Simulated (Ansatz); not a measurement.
# TePb (Fm-3m): given cell or relaxed cell?

How far does the choice of cell move the gap? The case is TePb (Fm-3m).

Method: PBE, HSE06 and G0W0, plane waves, PAW, in Ansatz 0.2.0.

**The experiments to reproduce.**

- Gap 0.19 eV: electronic band gap at 4 K; 4 K; bulk crystal (quoted in “Lattice Properties of PbX (X = S, Se, Te): Experimental Studies and ab initio Calculations Including Spin-Orbit Effects”, 2008, arxiv:0808.3152).

- Gap 0.37 eV: thermally activated gap from Seebeck maximum; Seebeck coefficient maximum; bulk crystal (Bridgman-grown p-type crystal, maximum near 450-500 K) (“Site-Specific Contributions to the Band Inversion in a Topological Crystalline Insulator”, 2015, arxiv:1506.06328).

- Gap 0.32 eV: direct gap at L; earlier experiment (Expt. column of Table 1); 300 K; bulk crystal (literature value) (quoted in “Electronic band structure of epitaxial PbTe (111) thin films observed by angle-resolved photoemission spectroscopy”, 2017, arxiv:1704.07516).

## (1) Starting point

It takes space group Fm-3m (No. 225, cubic). Conventional cell: a = 6.462 Å, b = 6.462 Å, c = 6.462 Å, α = 90.00°, β = 90.00°, γ = 90.00°. Te has 6 Pb at 3.23 Å nearest. Nearest to Pb lie 6 Te at 3.23 Å. Farther neighbours and most contacts between anions are not listed.

The cell and positions come from the Crystallography Open Database and are kept as given unless a step says otherwise. Spin-orbit coupling is left out unless a step names it. The default PAW set here is soft_2. Its files were made with PBE.

## (2) PBE bands at the given cell

Levels along a band path, at the cheap level, show where the edges lie and whether the meshes to come will hold them.

This step: DFT, PBE, plane waves, PAW.

Contents of input.yaml:

```yaml
crystal:
  lattice:
    - [0.0, 3.231, 3.231]
    - [3.231, 0.0, 3.231]
    - [3.231, 3.231, 0.0]
  atoms:
    - { symbol: Te, position: [0.5, 0.5, 0.5] }
    - { symbol: Pb, position: [0.0, 0.0, 0.0] }
kpoints:
  mp_grid: { grid: [6, 6, 6] }
  band_path:
    path:
      - [[0.0, 0.0, 0.0], [0.5, 0.0, 0.5], [0.625, 0.25, 0.625]]
      - [[0.375, 0.375, 0.75], [0.0, 0.0, 0.0], [0.5, 0.5, 0.5], [0.5, 0.25, 0.75], [0.5, 0.0, 0.5]]
    npoints: 10
hamiltonian:
  xc: pbe
scf:
  occupations: { method: fermi_dirac, width: 0.02 }
  n_extra_bands: 4
output:
  eigenvalues: true
  write_density: true
  write_potential: true
  elf: true
  volumetric_format: npy
```

Command:

```sh
$ ansatz run input.yaml --threads 3 --pin off --max-ram 92160MiB --backend cuda --events-out ev --progress --plain --runs-dir out --devices 1 --max-vram 13GiB
```

Numbers of over 12 decimals in the logs are rounded to 6 here.

Output:

```text
scf.n_extra_bands = 4 over 15 filled bands (N_el = 30.0): the run solves 19 bands
GPUs: using 1 of 1 available (devices: 1).
Engine: ansatz 0.2.0, x86_64-unknown-linux-gnu
Pseudopotentials: kind: paw
Pseudopotential: Te, paw, valence charge 16, recommended cutoff 420 eV (normal), Te.paw.azcp
Pseudopotential: Pb, paw, valence charge 14, recommended cutoff 420 eV (normal), Pb.paw.azcp
Functional definition: PBE
  parameter kappa = 0.804
  parameter beta = 0.066725
  exchange = pbe_x(kappa = kappa, mu = beta*pi^2/3)
  correlation = pbe_c(beta = beta)
device memory: the entry about to start is reckoned to put 0.9 GiB on a device that reports 50.0 GiB free (of which the cap on the GPU budget leaves the run 13.0 GiB)
GPU FFT provider: cuFFT
GPU libraries: cuBLAS 13.8.2, cuFFT 12.4.0, cuSOLVER 12.3.4
Crystal: 2 atoms, lattice volume = 67.459 Å³
Basis set: ecut = 420 eV, 1363 PW (Γ)
Bands: 19, of which v1, the nominal top of the filled ones, is band 15 counted from 1 (14 counted from 0)
Symmetry: 48 space group operations
Space group: Fm-3m (ITA 225), of the structure as read, at distance tolerance 4.1e-5 Å
k-points: 16 of 216
Non-local potential: Te, projectors of the file, l = 0: 2, l = 1: 2, l = 2: 2, l = 3: 2
Non-local potential: Pb, projectors of the file, l = 0: 2, l = 1: 2, l = 2: 2, l = 3: 2
PAW form: soft (Blöchl's): semilocal exchange-correlation on the pseudo side does not see the compensation charge
PAW one-centre angular grid: Te, 590 points (default); XC on 64 Gauss nodes
PAW one-centre angular grid: Pb, 590 points (default); XC on 64 Gauss nodes
Initial density: superposition of atomic densities (neutral atoms: chi_scale 0, normalization atom), corrected by the library's trained network
Initial wavefunctions: pseudopotential atomic-orbital guess
GPU buffer pool allocated for 32768 grid points (all kernels)
GPU transforms: local potential and band sums: pruned to the plane-wave sphere, on 30×32×32
Functional: x = pbe(κ = 0.804, μ = 0.219515), c = pbe(β = 0.066725)
SCF iter   1: F=—  HF=-18887.166401 eV  |F-HF|=—  |Δ(HF+E_count)|=         —  Δρ=4.71e-4  dr2=1.16e-4  ethr=1.77e-3  ⟨swp⟩=7.0  Hψ=1634  notcnv=0
preconditioner: auto → none  [insulator: Δε(μ)=0.728 eV  Ē_g=14.736 eV  σ=0.020 eV  W_gap=1.00  n_scr=14 (ndim 8)  ℏωp=20.2 eV  f_vac=0.014  D(μ)=0.00/eV (n_scr^D=0)  ε∞_Penn≈2.9]
SCF iter   2: F=—  HF=-18887.165007 eV  |F-HF|=—  |Δ(HF+E_count)|=   1.39e-3  Δρ=3.52e-4  dr2=5.58e-5  ethr=3.86e-7  ⟨swp⟩=3.1  Hψ=866  notcnv=0
SCF iter   3: F=—  HF=-18887.165150 eV  |F-HF|=—  |Δ(HF+E_count)|=   1.43e-4  Δρ=1.53e-4  dr2=7.90e-6  ethr=1.86e-7  ⟨swp⟩=2.3  Hψ=476  notcnv=0
SCF iter   4: F=—  HF=-18887.165170 eV  |F-HF|=—  |Δ(HF+E_count)|=   2.00e-5  Δρ=3.45e-5  dr2=7.29e-7  ethr=2.63e-8  ⟨swp⟩=2.9  Hψ=539  notcnv=0
SCF iter   5: F=—  HF=-18887.165171 eV  |F-HF|=—  |Δ(HF+E_count)|=   2.39e-7  Δρ=1.32e-5  dr2=1.01e-7  ethr=2.43e-9  ⟨swp⟩=2.0  Hψ=464  notcnv=0
SCF iter   6: F=-18887.165171 eV  HF=-18887.165171 eV  |F-HF|=6.70e-9  |Δ(HF+E_count)|=   5.07e-8  Δρ=3.71e-6  dr2=7.33e-9  ethr=3.33e-10  ⟨swp⟩=2.9  Hψ=1054  notcnv=0
SCF 1 converged in 6 iterations: F = -18887.165171 eV  dr2 = 7.33e-9
[...]
device memory: the entry about to start is reckoned to put 1.3 GiB on a device that reports 50.0 GiB free (of which the cap on the GPU budget leaves the run 13.0 GiB)
NSCF: frozen V_eff on 62 k-points, pencils in batches of 32, up to order 84
SCF converged after 6 iterations
Free energy (F): -18887.165171 eV
Harris-Foulkes:  -18887.165171 eV  (|F-HF|=6.70e-9)
Internal energy: -18887.165171 eV  (E = F + TS)
E sigma→0 (E₀):  -18887.165171 eV
Fermi energy:    9.070725 eV
--- Per-component energies (eV) ---
  E_band       = -316.491099
  E_kinetic    = 468.380374
  E_local      = -2385.416544  (includes V_loc(G=0)·N_el)
  E_nonlocal   = 39.815776
  E_hartree    = 1255.092790
  E_xc         = -345.575702
  E_vxc        = -237.128519  (∫ρ·V_xc dr)
  E_paw        = -15066.542553  (= ΣΔE_a)
  E_vpaw       = -712.324116  (= ΣTr[D̂ρ^β])
  E_aug_tail   = -0.000145  (compensation charges beyond the density's cutoff)
  E_ewald      = -2852.919164
  E_smearing   = -0.000000  (= −TS)
  E_closure    = -0.000000  (closes the sum)
  Σ components = -18887.165171   (vs F -18887.165171, Δ=0.00e0)
--- Band table (eV; the first three rows and the last of 16) ---
  k-point 0: bands = [... 11 lower, 3.1124, 7.3512, 7.3512, 7.3512, 12.7789, 12.7789, 12.7789, 14.5196]
  k-point 1: bands = [... 11 lower, 2.3821, 7.4228, 7.4228, 7.7439, 11.6014, 11.8434, 11.8434, 14.3704]
  k-point 2: bands = [... 11 lower, 0.9848, 7.6362, 7.6362, 8.3239, 10.1636, 10.5540, 10.5540, 15.3162]
  k-point 15: bands = [... 11 lower, 0.8886, 4.5360, 5.3554, 7.4440, 11.5006, 13.0305, 14.6908, 14.7422]
```

Run time: 3.6 s. Hardware: 1 × NVIDIA H100 80GB HBM3 (shared by 6 runs) with 3 threads of AMD EPYC 7R13 (Zen 3), shared host; peak memory 0.94 GiB; 3.3 s of CPU time.

This step gave:

| Quantity | Value |
| --- | --- |
| filled bands | 15 |
| gap | 0.7302 eV |
| valence top at | L |
| conduction bottom at | L |
| least direct gap | 0.7302 eV |

The gap is direct, at (0.500, 0.500, 0.500).

## (3) The relaxed cell

Cell and ions were relaxed with PBE; that run is not shown. It left this cell:

The structure is cubic, space group Fm-3m (No. 225). The conventional cell has a = 6.572 Å, b = 6.572 Å, c = 6.572 Å, α = 90.00°, β = 90.00°, γ = 90.00°. Nearest to Te lie 6 Pb at 3.29 Å. Nearest to Pb lie 6 Te at 3.29 Å. Farther neighbours and most contacts between anions are not listed.

## (4) PBE at the relaxed cell

The cell differs from the one that the last finished run ended in (a 4.569 → 4.647 Å, b 4.569 → 4.647 Å, c 4.569 → 4.647 Å).

input.yaml, the sections that differ from step 2:

```yaml
crystal:
  lattice:
    - [0.0, 3.2860539682, 3.2860539682]
    - [3.2860539682, 0.0, 3.2860539682]
    - [3.2860539682, 3.2860539682, 0.0]
  atoms:
    - { symbol: Te, position: [0.5, 0.5, 0.5] }
    - { symbol: Pb, position: [0.0, 0.0, 0.0] }
output:
  eigenvalues: true
# kpoints, hamiltonian, scf: as in step 2
```

Output:

```text
[...]
GPUs: using 1 of 1 available (devices: 1).
[...]
GPU FFT provider: cuFFT
GPU libraries: cuBLAS 13.8.2, cuFFT 12.4.0, cuSOLVER 12.3.4
Crystal: 2 atoms, lattice volume = 70.967 Å³
Basis set: ecut = 420 eV, 1411 PW (Γ)
Bands: 19, of which v1, the nominal top of the filled ones, is band 15 counted from 1 (14 counted from 0)
[... 1 set-up line as in the run before ...]
[...]
k-points: 16 of 216
[...]
Fermi energy:    8.323008 eV
[...]
--- Band table (eV; the first three rows and the last of 16) ---
  k-point 0: bands = [... 11 lower, 2.1983, 6.7513, 6.7513, 6.7513, 11.9292, 11.9292, 11.9292, 13.8430]
  k-point 1: bands = [... 11 lower, 1.5799, 6.8185, 6.8185, 7.0642, 10.8083, 11.0638, 11.0638, 13.7000]
  k-point 2: bands = [... 11 lower, 0.3492, 7.0173, 7.0173, 7.5684, 9.4224, 9.8493, 9.8493, 14.5750]
  k-point 15: bands = [... 11 lower, 0.2510, 4.1184, 4.8889, 6.8080, 10.6844, 12.3595, 13.7306, 13.7864]
[key lines of the parts left out:]
SCF converged after 6 iterations
Free energy (F): -18887.187021 eV
```

Run time: 3.7 s. Hardware: 1 × NVIDIA H100 80GB HBM3 (shared by 6 runs) with 3 threads; peak memory 0.93 GiB; 3 s of CPU time.

Numbers from this step:

- gap: 0.8304 eV
- valence top at: L
- conduction bottom at: L
- least direct gap: 0.8304 eV

The gap is direct, at (0.500, 0.500, 0.500).

## (5) HSE06 at the relaxed cell

HSE06 mixes in a quarter of exact exchange at short range. Exchange couples all pairs of k points, which makes a full band path dear, so levels are read on the mesh and at chosen points.

This step: DFT, HSE06, plane waves, PAW.

input.yaml, the sections that differ from step 4:

```yaml
kpoints:
  mp_grid: { grid: [4, 4, 4] }
  band_path:
    path:
      - [0.0, 0.0, 0.0]
      - [0.5, 0.0, 0.5]
      - [0.625, 0.25, 0.625]
      - [0.375, 0.375, 0.75]
      - [0.5, 0.5, 0.5]
      - [0.5, 0.25, 0.75]
    npoints: 1
hamiltonian:
  xc: hse06
scf:
  occupations: { method: fixed }
  n_extra_bands: 4
# crystal, output: as in step 4
```

Output:

```text
[...]
GPUs: using 1 of 1 available (devices: 1).
[...]
davidson cushion auto → on  (no smearing: the cushion is to keep the highest requested band from converging to the state above it; pin scf.eigensolver.cushion to override)
[...]
GPU FFT provider: cuFFT
GPU libraries: cuBLAS 13.8.2, cuFFT 12.4.0, cuSOLVER 12.3.4
Crystal: 2 atoms, lattice volume = 70.967 Å³
Basis set: ecut = 420 eV, 1411 PW (Γ)
[...]
E sigma→0 (E₀):  -18895.289619 eV
Fermi energy:    7.627686 eV
[...]
--- Band table (eV; the first three rows and the last of 8) ---
  k-point 0: bands = [... 11 lower, 1.6160, 6.2680, 6.2680, 6.2680, 12.3218, 12.3218, 12.3218, 14.1374]
  k-point 1: bands = [... 11 lower, 0.1449, 6.4332, 6.4332, 6.9952, 10.2565, 10.6152, 10.6152, 14.2879]
  k-point 2: bands = [... 11 lower, -1.4700, 6.7065, 6.7065, 7.6277, 8.8669, 9.4106, 9.4106, 16.6930]
  k-point 7: bands = [... 11 lower, -0.8274, 3.7474, 3.7474, 7.2572, 9.8106, 13.4921, 13.4921, 15.1365]
[key lines of the parts left out:]
Free energy (F): -18895.289619 eV
```

Elapsed: 9.5 s, on 1 × NVIDIA H100 80GB HBM3 (shared by 6 runs) with 3 threads; peak memory 1.1 GiB; 13 s of CPU time.

This step gave:

```yaml
gap: 1.239 eV
valence_top_at: L
conduction_bottom_at: L
least_direct_gap: 1.239 eV
```

The gap stands +0.41 eV against PBE.

## (6) G0W0 at the relaxed cell

G0W0 replaces the xc potential by the self-energy, built once from these orbitals. Only a window of levels is corrected, while the sums run over the empty bands that the input names.

This step: G0W0 on PBE, plane waves, PAW.

Contents of input.yaml:

```yaml
crystal:
  lattice:
    - [0.0, 3.2860539682, 3.2860539682]
    - [3.2860539682, 0.0, 3.2860539682]
    - [3.2860539682, 3.2860539682, 0.0]
  atoms:
    - { symbol: Te, position: [0.5, 0.5, 0.5] }
    - { symbol: Pb, position: [0.0, 0.0, 0.0] }
kpoints:
  mp_grid: { grid: [4, 4, 4] }
hamiltonian:
  xc: pbe
scf:
  occupations: { method: fixed }
gw:
  n_empty_bands: 211
  ecut_chi: 120
  qp_bands: [v2, c2]
  qp_kpoints: band_edges
  screening: { model: contour_deformation }
```

Output:

```text
GPUs: using 1 of 1 available (devices: 1).
[...]
GPU FFT provider: cuFFT
GPU libraries: cuBLAS 13.8.2, cuFFT 12.4.0, cuSOLVER 12.3.4
Crystal: 2 atoms, lattice volume = 70.967 Å³
Basis set: ecut = 420 eV, 1411 PW (Γ)
Bands: 19, of which v1, the nominal top of the filled ones, is band 15 counted from 1 (14 counted from 0)
[... 1 set-up line as in the run before ...]
[...]
k-points: 8 of 64
[...]
5    16      9.5912    -9.2734    -3.4046   -12.5841  0.7577     9.4974     9.4972  root
     5    17      9.7587    -8.9626    -3.3960   -12.2694  0.7539     9.6698     9.6695  root
     7    14      4.4728   -14.3297     2.7346   -11.1902  0.6738     4.0593     4.0679  root
     7    15      7.6290   -15.5697     1.0462   -14.1211  0.7427     7.2230     7.2267  root
     7    16      9.6316    -8.4886    -3.5660   -11.9813  0.7577     9.5585     9.5583  root
     7    17     13.1085    -7.6094    -4.6465   -12.1454  0.7187    12.9979    12.9979  root
[key lines of the parts left out:]
SCF converged after 6 iterations
Free energy (F): -18887.178628 eV
Fermi energy:    7.905441 eV
```

It took 10 s on 1 × NVIDIA H100 80GB HBM3 (shared by 6 runs) with 3 threads; peak memory 1.2 GiB.

Numbers from this step:

```
bands summed                                 : 226
RPA ε∞ on this mesh (eigenvalues)            : 32.59, 32.59, 32.59
plane waves in the screening matrix          : 181
G0W0 gap on the mesh                         : 1.060 eV
k of the valence top                         : 0, 0, -0.5
k of the conduction bottom                   : 0, 0, -0.5
starting gap on the mesh                     : 0.8295 eV
least direct G0W0 gap on the computed points : 1.060 eV
```

The gap on the mesh goes from 0.83 eV to 1.06 eV, a correction of +0.23 eV. Between the two edge states, bare exchange in place of the xc potential would open the gap by 4.24 eV, and correlation takes back 4.01 eV.

## (7) G0W0 at the given cell

input.yaml, the sections that differ from step 6:

```yaml
crystal:
  lattice:
    - [0.0, 3.231, 3.231]
    - [3.231, 0.0, 3.231]
    - [3.231, 3.231, 0.0]
  atoms:
    - { symbol: Te, position: [0.5, 0.5, 0.5] }
    - { symbol: Pb, position: [0.0, 0.0, 0.0] }
gw:
  n_empty_bands: 201
  ecut_chi: 120
  qp_bands: [v2, c2]
  qp_kpoints: band_edges
  screening: { model: contour_deformation }
# kpoints, hamiltonian, scf: as in step 6
```

Output:

```text
GPUs: using 1 of 1 available (devices: 1).
[...]
GPU FFT provider: cuFFT
GPU libraries: cuBLAS 13.8.2, cuFFT 12.4.0, cuSOLVER 12.3.4
Crystal: 2 atoms, lattice volume = 67.459 Å³
Basis set: ecut = 420 eV, 1363 PW (Γ)
Bands: 19, of which v1, the nominal top of the filled ones, is band 15 counted from 1 (14 counted from 0)
[... 1 set-up line as in the run before ...]
[...]
k-points: 8 of 64
[...]
5    16     10.3778    -9.5562    -3.4398   -12.9047  0.7597    10.2868    10.2865  root
     5    17     10.4826    -9.2081    -3.3980   -12.5130  0.7573    10.3897    10.3894  root
     7    14      4.9120   -14.5507     2.8128   -11.3363  0.6764     4.5007     4.5104  root
     7    15      8.3396   -15.7510     1.0010   -14.3615  0.7477     7.9475     7.9511  root
     7    16     10.3712    -8.7103    -3.5852   -12.2213  0.7613    10.2971    10.2969  root
     7    17     13.9228    -7.2188    -4.6524   -11.7456  0.7332    13.7975    13.7971  root
[key lines of the parts left out:]
SCF converged after 6 iterations
Free energy (F): -18887.156852 eV
Fermi energy:    8.702420 eV
```

Run time: 6 s. Hardware: 1 × NVIDIA H100 80GB HBM3 (shared by 6 runs) with 3 threads; peak memory 1.1 GiB; 10 s of CPU time.

Numbers from this step:

| Quantity | Value |
| --- | --- |
| bands summed | 216 |
| RPA ε∞ on this mesh (eigenvalues) | 39.10, 39.10, 39.10 |
| plane waves in the screening matrix | 181 |
| G0W0 gap on the mesh | 0.9349 eV |
| k of the valence top | 0, 0, -0.5 |
| k of the conduction bottom | 0, 0, -0.5 |
| starting gap on the mesh | 0.7297 eV |
| least direct G0W0 gap on the computed points | 0.9349 eV |

The gap on the mesh goes from 0.73 eV to 0.93 eV, a correction of +0.21 eV. Between the two edge states, bare exchange in place of the xc potential would open the gap by 4.15 eV, and correlation takes back 3.95 eV.

## (8) Together

G0W0 rows are gaps on the mesh, lowered by the amount that the mesh misses the start's edges, a rough step that assumes the same correction there.

| level | given cell (eV) | relaxed cell (eV) | change (eV) |
| --- | --- | --- | --- |
| PBE | 0.73 | 0.83 | +0.10 |
| HSE06 | - | 1.24 | - |
| G0W0@PBE | 0.93 | 1.06 | +0.12 |

## (9) Results

```yaml
volume_change: +5.2 %
pbe_given_cell: 0.73 eV
pbe_relaxed_cell: 0.83 eV
hse06_relaxed_cell: 1.24 eV
g0w0_pbe_relaxed_cell: 1.06 eV
g0w0_pbe_given_cell: 0.93 eV
known_limits: not at the basis limit; model gap, bands may invert with spin-orbit coupling; mesh may overstate the screening; no spin-orbit coupling; coarse k mesh
```

**Reading.** Relaxation changes the volume by +5.2 % and the gap by +0.10 eV (PBE) and +0.12 eV (G0W0@PBE). Against experiment, by G0W0@PBE at the given cell: the gap of 0.93 eV lies +0.74 eV from the measured 0.19 eV (electronic, 4 K, quoted 2008); the gap of 0.93 eV lies +0.56 eV from the measured 0.37 eV (transport, 2015). The calculation has static nuclei and no excitons; a measured gap holds zero-point and thermal motion, which in such lone-pair compounds can raise it as well as lower it. With atoms this heavy the missing spin-orbit coupling can matter too. Bands and cutoff are finite, so the gap is not at the basis limit. The miss can reach some tenths of an eV and take either sign; the mesh is an error of its own. The 4×4×4 mesh is coarse for this cell (its supercell is 18 Å along the shortest edge). The RPA ε∞ on it, from the PBE start, is 39.10; such meshes misread the long-range screening, most where the gap is narrow. Where an edge is built on 6p states of lead, bismuth or thallium, scalar-relativistic gaps usually stand too wide, by a few tenths to over one eV. With atoms this heavy and so narrow a gap, spin-orbit coupling can invert the bands. These scalar-relativistic gaps are then model values, not to be set against experiment, and a spin-orbit change taken from DFT can't simply be added. The RPA ε∞ on this mesh reaches over 25; with a narrow direct gap a coarse mesh can overstate it, and the correction is then too small.

[Paths, hosts, dates, memory and timing lines, banners, echoed tables and standing remarks are left out of the program output.]

[Logs are printed without paths, hosts, clocks, repeated set-up lines and the standing remarks that a program may print on its own settings, such as how far it seeks lower states.]

[Runs of the session that timed out or met a known fault of the program may be left out.]

[Cells called generated may have been cut or substituted from an entry of the Crystallography Open Database or the Materials Project.]

[Hosts, paths, dates, database ids (printed as entryN), source tags and the programs' standing remarks are cut or masked in the printed files.]
